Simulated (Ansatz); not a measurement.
# CO2 (Pa-3): band gap by G0W0 on PBE, part 2 of 2

Aim: the quasiparticle gap of CO2 (Pa-3), starting from PBE.

Ansatz 0.2.0; PBE, then G0W0 on it, plane waves, PAW. Known limits of the many-body steps: finite bands, screening cutoff and k mesh; no spin-orbit coupling in G0W0.

So far. Step 2 (Bands along the symmetry lines): Over mesh and path the gap is 6.871 eV, direct, at k = Γ.

In doubt: masses and optical values from hybrid runs of this build are listed as unsure (in some of the runs), which bears on the screening that GW takes from such a start.

**3. G0W0 on the 4×4×4 mesh**

G0W0 replaces the xc potential by a self-energy built once from the orbitals of the start. Levels are corrected in the window of bands that the input names, at points of the mesh.

This step: G0W0 on PBE, plane waves, PAW; PAW set soft_1.

Input file input.yaml:

```yaml
crystal:
  lattice:
    - [5.49707328, 0.0, 0.0]
    - [0.0, 5.49707328, 0.0]
    - [0.0, 0.0, 5.49707328]
  atoms:
    - { symbol: C, position: [0.0, 0.0, 0.0] }
    - { symbol: C, position: [0.5, 0.0, 0.5] }
    - { symbol: C, position: [0.5, 0.5, 0.0] }
    - { symbol: C, position: [0.0, 0.5, 0.5] }
    - { symbol: O, position: [0.12253698, 0.12253698, 0.12253698] }
    - { symbol: O, position: [0.37746302, 0.87746302, 0.62253698] }
    - { symbol: O, position: [0.62253698, 0.37746302, 0.87746302] }
    - { symbol: O, position: [0.87746302, 0.62253698, 0.37746302] }
    - { symbol: O, position: [0.87746302, 0.87746302, 0.87746302] }
    - { symbol: O, position: [0.62253698, 0.12253698, 0.37746302] }
    - { symbol: O, position: [0.37746302, 0.62253698, 0.12253698] }
    - { symbol: O, position: [0.12253698, 0.37746302, 0.62253698] }
kpoints:
  mp_grid: { grid: [4, 4, 4] }
hamiltonian:
  xc: pbe
  pseudopotentials: { kind: paw, azcp: { folder: soft_1 } }
scf:
  occupations: { method: fixed }
gw:
  n_empty_bands: 910
  ecut_chi: 180.0
  qp_bands: [v4, c4]
  qp_kpoints: band_edges
  screening: { model: contour_deformation }
```

The run is started by

```sh
> ansatz run input.yaml --threads 4 --pin off --max-ram 138240MiB --backend cuda --events-out ev --progress --plain --runs-dir out --devices 1 --max-vram 26GiB
```

Numbers of over 12 decimals in the logs are rounded to 6 here.

The log of the run:

```text
GPUs: using 1 of 1 available (devices: 1).
[...]
GPU FFT provider: cuFFT
GPU libraries: cuBLAS 13.8.2, cuFFT 12.4.0, cuSOLVER 12.3.4
Crystal: 12 atoms, lattice volume = 166.110 Å³
Basis set: ecut = 420 eV, 3239 PW (Γ)
Bands: 44, of which v1, the nominal top of the filled ones, is band 32 counted from 1 (31 counted from 0)
Symmetry: 24 space group operations
[...]
k-points: 11 of 64
[...]
GPU buffer pool allocated for 64000 grid points (all kernels)
[...]
SCF iter   1: F=—  HF=-5543.044454 eV  |F-HF|=—  |Δ(HF+E_count)|=         —  Δρ=1.00e-1  dr2=1.20e1  ethr=3.10e-3  ⟨swp⟩=4.0  Hψ=1702  notcnv=0  defer=50
[...]
SCF iter   8: F=-5539.526389 eV  HF=-5539.526389 eV  |F-HF|=4.29e-9  |Δ(HF+E_count)|=   2.76e-7  Δρ=5.66e-6  dr2=3.58e-8  ethr=1.56e-10  ⟨swp⟩=9.4  Hψ=2424  notcnv=0
SCF 1 converged in 8 iterations: F = -5539.526389 eV  dr2 = 3.58e-8
[...]
NSCF: frozen V_eff on 11 k-points
the band table was solved once the SCF had ended and its energy, with any forces and stress, was formed, with the checks that follow a solve (1884 applications of the Hamiltonian). They found nothing against the state; the energy, forces and stress were not computed again (output.eigenvalues in the input reference)
[...]
G₀W₀ screening: q 1/11
[... further progress lines ...]
SCF converged after 8 iterations
Free energy (F): -5539.526389 eV
[...]
Internal energy: -5539.526389 eV  (E = F + TS)
E sigma→0 (E₀):  -5539.526389 eV
Fermi energy:    -1.652406 eV
[...]
--- Band table (eV; the first three rows and the last of 11) ---
  k-point 0: bands = [... 28 lower, -1.8780, -1.8780, -1.6524, -1.6524, 5.2188, 6.3073, 6.3073, 6.3073, ... 8 higher]
  k-point 1: bands = [... 28 lower, -1.9135, -1.8278, -1.7693, -1.6715, 5.6336, 6.2464, 6.4002, 6.4432, ... 8 higher]
  k-point 2: bands = [... 28 lower, -1.9944, -1.9944, -1.7345, -1.7345, 6.2461, 6.2461, 6.5003, 6.5003, ... 8 higher]
  k-point 10: bands = [... 28 lower, -2.0138, -2.0138, -2.0138, -2.0138, 6.2346, 6.2346, 6.2346, 6.2346, ... 8 higher]
--- G₀W₀: contour deformation, 6 samples at zero and on the imaginary axis and 0 off it, 64 q-points, 910 empty bands' worth ---
  eigenvalues of the whole cell's RPA ε∞ on this k-mesh (on a slab, of 1 + 4πα/V) = 1.9444, 1.9444, 1.9444; static W/v taken at q = 0 is 0.514307
  bands read: the sum over 942 bands ends inside a degenerate multiplet in 5 slots, whose members it reads at an even weight; the widest, k=6: bands 941 to 944 (counted from 1) at 2/4 each
  gw.qp_kpoints: band_edges: 11 of 11 stored k-points solved, in 1 pass; an edge of the gap read off the rows below is read off those points alone
    ik  band        ε_KS         Σx   Σc(E_QP)       V_xc       Z   E_QP_lin       E_QP  E_QP is
     0    29     -1.8780   -25.8391     3.1079   -20.4141  0.8129    -4.2364    -4.1950  root
     0    30     -1.8780   -25.8391     3.1079   -20.4141  0.8129    -4.2364    -4.1950  root
     0    31     -1.6524   -26.1820     3.0724   -20.8407  0.8127    -3.9598    -3.9213  root
     0    32     -1.6524   -26.1820     3.0724   -20.8407  0.8127    -3.9598    -3.9213  root
     0    33      5.2188    -6.5058    -3.3079   -11.2590  0.8783     6.6741     6.6640  root
     0    34      6.3073   -11.0373    -3.4874   -17.3055  0.8380     9.1337     9.0880  root
     0    35      6.3073   -11.0373    -3.4874   -17.3055  0.8380     9.1337     9.0880  root
     0    36      6.3073   -11.0373    -3.4874   -17.3055  0.8380     9.1337     9.0880  root
     1    29     -1.9135   -25.8073     3.1162   -20.3694  0.8128    -4.2770    -4.2352  root
     1    30     -1.8278   -25.9314     3.1017   -20.5250  0.8127    -4.1732    -4.1325  root
     1    31     -1.7693   -25.9947     3.0902   -20.6118  0.8128    -4.1018    -4.0619  root
     1    32     -1.6715   -26.1648     3.0769   -20.8162  0.8126    -3.9819    -3.9432  root
     1    33      5.6336    -6.6260    -3.3725   -11.5202  0.8760     7.1669     7.1553  root
     1    34      6.2464   -10.7138    -3.4841   -16.9207  0.8404     9.0122     8.9691  root
     1    35      6.4002   -11.0441    -3.5394   -17.3855  0.8372     9.2495     9.2022  root
     1    36      6.4432   -11.1471    -3.5299   -17.4681  0.8369     9.2814     9.2342  root
     2    29     -1.9944   -25.6993     3.1314   -20.2305  0.8129    -4.3746    -4.3317  root
     2    30     -1.9944   -25.6993     3.1314   -20.2305  0.8129    -4.3746    -4.3317  root
     2    31     -1.7345   -26.0847     3.0885   -20.7126  0.8126    -4.0575    -4.0180  root
     2    32     -1.7345   -26.0847     3.0885   -20.7126  0.8126    -4.0575    -4.0180  root
     2    33      6.2461   -10.3631    -3.5224   -16.5598  0.8424     8.9617     8.9203  root
     2    34      6.2461   -10.3631    -3.5224   -16.5598  0.8424     8.9617     8.9203  root
     2    35      6.5003   -10.1628    -3.6407   -16.4624  0.8422     9.2020     9.1591  root
     2    36      6.5003   -10.1628    -3.6407   -16.4624  0.8422     9.2020     9.1591  root
     3    29     -1.8830   -25.8699     3.1139   -20.4410  0.8127    -4.2394    -4.1980  root
     3    30     -1.8804   -25.8579     3.1105   -20.4340  0.8128    -4.2353    -4.1940  root
     3    31     -1.8040   -25.9616     3.0989   -20.5641  0.8127    -4.1430    -4.1026  root
     3    32     -1.7480   -26.0389     3.0873   -20.6641  0.8127    -4.0751    -4.0355  root
     3    33      5.9807    -6.8863    -3.4436   -11.9962  0.8721     7.6613     7.6469  root
     3    34      6.2277   -10.5402    -3.4943   -16.7295  0.8415     8.9646     8.9227  root
     3    35      6.2678   -10.6975    -3.4903   -16.8992  0.8405     9.0221     8.9792  root
     3    36      6.4527   -10.5671    -3.6076   -16.9045  0.8398     9.2275     9.1824  root
     4    29     -1.9893   -25.7120     3.1313   -20.2464  0.8128    -4.3663    -4.3236  root
     4    30     -1.9893   -25.7120     3.1313   -20.2464  0.8128    -4.3663    -4.3236  root
     4    31     -1.8091   -25.9714     3.1006   -20.5717  0.8127    -4.1486    -4.1082  root
     4    32     -1.8091   -25.9714     3.1006   -20.5717  0.8127    -4.1486    -4.1082  root
     4    33      6.2344   -10.4125    -3.5067   -16.5905  0.8424     8.9468     8.9056  root
     4    34      6.2344   -10.4125    -3.5067   -16.5905  0.8424     8.9468     8.9056  root
     4    35      6.3637   -10.0461    -3.5669   -16.2208  0.8442     9.0114     8.9715  root
     4    36      6.3637   -10.0461    -3.5669   -16.2208  0.8442     9.0114     8.9715  root
[...]
9    33      6.2405   -10.6476    -3.4859   -16.8434  0.8408     8.9929     8.9504  root
     9    34      6.2405   -10.6476    -3.4859   -16.8434  0.8408     8.9929     8.9504  root
     9    35      6.2405   -10.6476    -3.4859   -16.8434  0.8408     8.9929     8.9504  root
     9    36      6.2405   -10.6476    -3.4859   -16.8434  0.8408     8.9929     8.9504  root
    10    29     -2.0138   -25.5688     3.1193   -20.1051  0.8133    -4.4013    -4.3582  root
    10    30     -2.0138   -25.5688     3.1193   -20.1051  0.8133    -4.4013    -4.3582  root
    10    31     -2.0138   -25.5688     3.1193   -20.1051  0.8133    -4.4013    -4.3582  root
    10    32     -2.0138   -25.5688     3.1193   -20.1051  0.8133    -4.4013    -4.3582  root
    10    33      6.2346   -10.9297    -3.4671   -17.1562  0.8388     9.0382     8.9939  root
    10    34      6.2346   -10.9297    -3.4671   -17.1562  0.8388     9.0382     8.9939  root
    10    35      6.2346   -10.9297    -3.4671   -17.1562  0.8388     9.0382     8.9939  root
    10    36      6.2346   -10.9297    -3.4671   -17.1562  0.8388     9.0382     8.9939  root
```

The job ended after 62 s (1 × NVIDIA H100 80GB HBM3 (shared by 3 runs) with 4 threads of AMD EPYC 7R13 (Zen 3), shared host; peak memory 2.6 GiB; 1.8 min of CPU time).

Numbers from this step:

| Property | Result |
| --- | --- |
| bands summed | 942 |
| RPA ε∞ on this mesh (eigenvalues) | 1.944, 1.944, 1.944 |
| plane waves in the screening matrix | 925 |
| q-points in the mesh | 64 |
| G0W0 gap over the corrected points | 10.59 eV |
| k of the valence top | 0, 0, 0 |
| k of the conduction bottom | 0, 0, 0 |
| starting gap on the mesh | 6.871 eV |
| Z at the valence top | 0.8127 |
| Z at the conduction bottom | 0.8783 |
| least direct G0W0 gap over the corrected points | 10.59 eV |

Over all 11 irreducible mesh points the G0W0 gap is 10.585 eV, direct, at k = Γ. The PBE gap of this run on the mesh is 6.871 eV. The two states that bound the G0W0 gap lie that far apart at the start, so the correction of the gap is 10.585 − 6.871 = +3.714 eV.

Labels follow the order of the start: v1 is the top filled band, c1 the lowest empty one; levels that stay degenerate share a row, the window can cut a multiplet, doubted levels are not marked in this list, bands outside the window were not corrected, and the list may be a part of the corrected levels. The levels before and after the correction (eV, zero at the valence-band top of each column):

|  | conduction bottom | valence top |
| --- | --- | --- |
| Kohn-Sham | 6.87 | 0.00 |
| G0W0 | 10.59 | 0.00 |

|  | level | occupation | energy (eV) |
| --- | --- | --- | --- |
| Kohn-Sham | Γ v4-v3 | 2 | -0.226 |
| Kohn-Sham | Γ v2-v1 | 2 | 0.000 |
| Kohn-Sham | Γ c1 | 0 | 6.871 |
| Kohn-Sham | Γ c2-c4 | 0 | 7.960 |
| G0W0 | Γ v4-v3 | 2 | -0.274 |
| G0W0 | Γ v2-v1 | 2 | 0.000 |
| G0W0 | Γ c1 | 0 | 10.585 |
| G0W0 | Γ c2-c4 | 0 | 13.009 |

The parts of the quasiparticle energy for the two states that bound the G0W0 gap, in eV on the run's own scale (QP = start + Σx + Σc − Vxc, with Σc at the quasiparticle energy):

| edge | k | band | start | Σx | Σc | Vxc | Z | QP |
| --- | --- | --- | --- | --- | --- | --- | --- | --- |
| valence top | Γ | 31 | −1.652 | −26.182 | 3.072 | −20.841 | 0.813 | −3.921 |
| conduction bottom | Γ | 33 | 5.219 | −6.506 | −3.308 | −11.259 | 0.878 | 6.664 |

**4. The runs together**

Each gap is the least one over the points named; times are wall times on shared hosts, not benchmarks. A G0W0 time includes the run's own self-consistent start. Rows marked * are further runs, not shown as steps, whose inputs differ from the G0W0 step on the same start in the columns given; solver thresholds can differ too.

| level | mesh | files, cutoff | bands summed, screening | points | gap (eV) | valence top | conduction bottom | least direct gap (eV) | time |
| --- | --- | --- | --- | --- | --- | --- | --- | --- | --- |
| PBE | 4×4×4 | soft_1 PAW, 420 eV | - | mesh and path | 6.871 | Γ | Γ | 6.871 | 6.1 s |
| G0W0@PBE* | 4×4×4 | soft_1 PAW, 420 eV | 181, 54 eV | all 11 irreducible mesh points | 10.325 | Γ | Γ | 10.325 | 20 s |
| G0W0@PBE* | 4×4×4 | soft_1 PAW, 420 eV | 455, 108 eV | all 11 irreducible mesh points | 10.442 | Γ | Γ | 10.442 | 30 s |
| G0W0@PBE | 4×4×4 | soft_1 PAW, 420 eV | 942, 180 eV | all 11 irreducible mesh points | 10.585 | Γ | Γ | 10.585 | 62 s |
| G0W0@PBE* | 2×2×2 | soft_1 PAW, 420 eV | 455, 108 eV | all 4 irreducible mesh points | 10.449 | Γ | Γ | 10.449 | 13 s |
| G0W0@PBE* | 4×4×4 | soft_1 PAW, 420 eV | 942, 180 eV, plasmon pole | all 11 irreducible mesh points | 10.502 | Γ | Γ | 10.502 | 1.7 min |

**5. Outcome**

```json
{
  "PBE gap over mesh and path": "6.871 eV, direct, at k = Γ",
  "G0W0@PBE gap over all 11 irreducible mesh points": "10.585 eV, direct, at k = Γ",
  "GW settings": "4×4×4 mesh, 910 empty bands, screening to 180 eV, PAW set soft_1 files",
  "known limits": "finite bands, screening cutoff and k mesh; no spin-orbit coupling in G0W0"
}
```

What this shows: Over all 11 irreducible mesh points the G0W0 gap is 10.585 eV, direct, at k = Γ. The PBE gap of this run on the mesh is 6.871 eV. The two states that bound the G0W0 gap lie that far apart at the start, so the correction of the gap is 10.585 − 6.871 = +3.714 eV. The valence state moves by −3.921 − (−1.652) = −2.269 eV and the conduction state by 6.664 − 5.219 = +1.445 eV, on the run's own scale; with 181 bands the edge states move by −1.824 and +1.631 eV, so the split between the edges depends on the bands and cutoff. Both edges that PBE shows over mesh and path lie at k points where levels were corrected. Levels at other points were not corrected, so a lower G0W0 gap elsewhere in the zone is not ruled out. From 181 bands and 54 eV to 942 bands and 180 eV the gap moves by 10.585 − 10.325 = +0.260 eV (rung by rung 10.325, 10.442, 10.585 eV); bands and screening cutoff rise together, so their parts are not told apart. A line in one over the bands through the two highest rungs gives 10.585 + (10.585 − 10.442) × 455 / (942 − 455) = 10.719 eV, and through the pair below 10.442 + (10.442 − 10.325) × 181 / (455 − 181) = 10.519 eV. The two differ by 0.200 eV, not under the 0.030 eV asked, so the law does not hold well over these rungs and the limit is not known. With the 2×2×2 mesh in place of the 4×4×4 mesh and all else as in the G0W0@PBE row with 455 bands, the gap differs by 10.449 − 10.442 = +0.007 eV, and that of the start by 6.871 − 6.871 = +0.000 eV. With the plasmon pole model in place of the contour deformation model and all else as in the G0W0@PBE row with 942 bands, the gap differs by 10.502 − 10.585 = −0.083 eV. G0W0 on other starts in this series, not shown as steps and not all at these settings: 11.248 eV on HSE06 (4×4×4, soft_1 PAW, 942 bands, 180 eV) and 10.461 eV on LDA (4×4×4, soft_1 PAW, 942 bands, 180 eV). The G0W0 runs are scalar-relativistic. G0W0@PBE runs of this series with other atomic data on the same mesh, not shown as steps, give 10.737 eV (hard PAW, 930 eV, 1382 bands, screening to 234 eV); where bands and cutoffs differ too, the part of the files is not isolated.

[Paths, hosts, dates, memory and timing lines, banners, echoed tables and standing remarks are left out of the program output.]

[Logs are printed without paths, hosts, clocks, repeated set-up lines and the standing remarks that a program may print on its own settings, such as how far it seeks lower states.]

[Runs of the session that timed out or met a known fault of the program may be left out.]

[Cells called generated may have been cut or substituted from an entry of the Crystallography Open Database or the Materials Project.]

[Hosts, paths, dates, database ids (printed as entryN), source tags and the programs' standing remarks are cut or masked in the printed files.]

[Where an RPA ε∞ is given, it is that of the G0W0 mesh and is not shown converged in it. Names of k-points follow the symmetry that the program found, which can be lower than the space group named. Band edges on a path are those of the sampled points; other points can move an edge, and change direct to indirect where valleys lie close.]

[Hybrid gaps are those of their k-mesh and are not shown converged in it.]
